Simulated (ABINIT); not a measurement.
**LiF (Griceite): changed settings of a GW run in ABINIT**

Aim: change inputs of a GW run on LiF (Griceite) and see what moves.

Program: ABINIT 10.8.3. Level of theory: PBE and many-body steps on it, plane waves. Results are calculated unless marked as measured.

This is a report of a sequence of runs, with most program output left out.

### Step 1. Starting point

It takes space group Fm-3m (No. 225, cubic). The conventional cell has a = 4.028 Å, b = 4.028 Å, c = 4.028 Å, α = 90.00°, β = 90.00°, γ = 90.00°. Nearest to Li lie 6 F at 2.01 Å. F has 6 Li at 2.01 Å nearest. Farther neighbours and most contacts between anions are not listed.

The cell and positions come from the Crystallography Open Database and are kept as given unless a step says otherwise.

### Step 2. Screening, 8×8×8 mesh, 126 bands, screening to 283 eV

This step: ABINIT 10.8.3; RPA screening on PBE, plane waves, norm-conserving pseudopotentials.

The RPA dielectric matrix is built and inverted for each q.

File run.abi:

```
acell 3*1.0 Angstrom
rprim 
  -0.000000000000 2.014000000000 2.014000000000
  2.014000000000 -0.000000000000 2.014000000000
  2.014000000000 2.014000000000 -0.000000000000
ntypat 2
znucl 3 9
natom 2
typat 1 2
xred 
  0.000000000000 0.000000000000 0.000000000000
  0.500000000000 0.500000000000 0.500000000000
pp_dirpath "pseudos"
pseudos "Li.upf, F.upf"
ecut 36
ngkpt 8 8 8
nshiftk 1
shiftk 0 0 0
kptopt 1
chksymbreak 0
istwfk *1
occopt 1
irdwfk 1
optdriver 3
nband 126
ecuteps 10.4
inclvkb 2
awtr 1
symchi 1
indata_prefix "in"
outdata_prefix "out"
tmpdata_prefix "tmp"
```

On the command line:

```console
$ OMP_NUM_THREADS=1 mpirun -n 4 abinit run.abi > log
```

Elapsed: 5.7 min, on 4 MPI ranks of Intel Xeon Platinum 8375C at 2.90GHz (Ice Lake), shared host; peak memory 1.5 GiB; 23 min of CPU time.

This step gave:

```yaml
eps_infinity_with_local_fields_on_this_mesh_along_the_program_s_q_direction: 1.965
the_same_without_local_fields: 2.078
plasma_frequency: 29.05 eV
plane_waves_in_the_screening_matrix: 169
```

Local fields lower ε∞ by 5 %.

### Step 3. Base

The self-energy is evaluated for the states that the input lists, and the levels follow from it, in one-shot runs by the linearised quasiparticle equation.

This step: G0W0 on PBE, plane waves, norm-conserving pseudopotentials.

run.abi, as its differences from that of step 2:

```diff
@@ -23,8 +23,15 @@
 irdwfk 1
-optdriver 3
+optdriver 4
 nband 126
+gwcalctyp 0
+ecutsigx 36
+symsigma 1
+nkptgw 1
+kptgw 
+  0.0000000000 0.0000000000 0.0000000000
+bdgw 
+  3 9
 ecuteps 10.4
-inclvkb 2
-awtr 1
-symchi 1
+irdscr 1
+ppmodel 1
 indata_prefix "in"
```

Elapsed: 18 s, on 4 MPI ranks; peak memory 1.3 GiB.

This step gave:

- G0W0 gap on the points computed: 13.42 eV
- starting gap on the mesh: 9.115 eV
- k of the valence top: 0, 0, 0
- k of the conduction bottom: 0, 0, 0
- Z at the valence top: 0.826
- Z at the conduction bottom: 0.891
- least direct G0W0 gap on the computed points: 13.42 eV

The gap on the mesh goes from 9.11 eV to 13.42 eV, a correction of +4.31 eV.

### Step 4. Fewer bands in the self-energy

run.abi, as its differences from that of step 3:

```diff
@@ -24,3 +24,3 @@
 optdriver 4
-nband 126
+nband 25
 gwcalctyp 0
```

Wall time 9.7 s (4 MPI ranks); peak memory 0.77 GiB.

Numbers from this step:

- G0W0 gap on the points computed: 13.06 eV
- starting gap on the mesh: 9.115 eV
- k of the valence top: 0, 0, 0
- k of the conduction bottom: 0, 0, 0
- Z at the valence top: 0.829
- Z at the conduction bottom: 0.892
- least direct G0W0 gap on the computed points: 13.06 eV

### Step 5. Unknown plasmon-pole model

run.abi, as its differences from that of step 4:

```diff
@@ -24,3 +24,3 @@
 optdriver 4
-nband 25
+nband 126
 gwcalctyp 0
@@ -35,3 +35,3 @@
 irdscr 1
-ppmodel 1
+ppmodel 7
 indata_prefix "in"
```

Wall time 4.3 s (4 MPI ranks); peak memory 0.21 GiB; 12 s of CPU time.

The run stopped with an error after 4.3 s.

The program's words: Wrong ppm%model: 7

The fault put into this input: unknown plasmon-pole model.

### Step 6. The runs together

Times are wall times on 4 MPI ranks of Intel Xeon Platinum 8375C at 2.90GHz (Ice Lake), shared host. The host was busy with other work, so they are no guide to cost. A run's time includes the screening step that it read.

```csv
run,mesh,bands,screening cutoff (eV),DFT gap (eV),gap on the mesh (eV),direct (eV),ε∞ used,time
base,8×8×8,126,283,9.115,13.422,13.422,1.97,6 min
fewer bands in the self-energy,8×8×8,25,283,9.115,13.058,13.058,1.97,5.9 min
```

### Step 7. Summary of results

| Quantity | Value |
| --- | --- |
| base | 13.422 eV |
| fewer bands in the self-energy | 13.058 eV |
| known limits | not at the basis limit |

What this shows: Fewer bands in the self-energy: −0.364 eV against base (keys changed: nband). Bands and cutoff are finite, so the gap is not at the basis limit. The miss can reach some tenths of an eV and take either sign; the mesh is an error of its own. In the first G0W0 run levels were corrected at 1 k point alone, so a gap called «on the mesh» is the least over those, and an edge elsewhere would be missed.

[Paths, hosts, dates, memory and timing lines, banners, echoed tables and standing remarks are left out of the program output.]

[Logs are printed without paths, hosts, clocks, repeated set-up lines and the standing remarks that a program may print on its own settings, such as how far it seeks lower states.]

[Runs of the session that timed out or met a known fault of the program may be left out.]

[No measured gap is set beside runs whose start may be inverted or whose files or cutoffs have a known fault.]

[Hosts, paths, dates, database ids (printed as entryN), source tags and the programs' standing remarks are cut or masked in the printed files.]

[G0W0 gaps are taken among the corrected bands and points alone; a level outside them can change the order at an edge.]

[Where Ansatz stands beside ABINIT at settings called matched, ABINIT's density can come from a denser mesh and the files from another edition; pairs whose starting gaps differed by over 0.03 eV were left out, so agreement reads better than it is.]
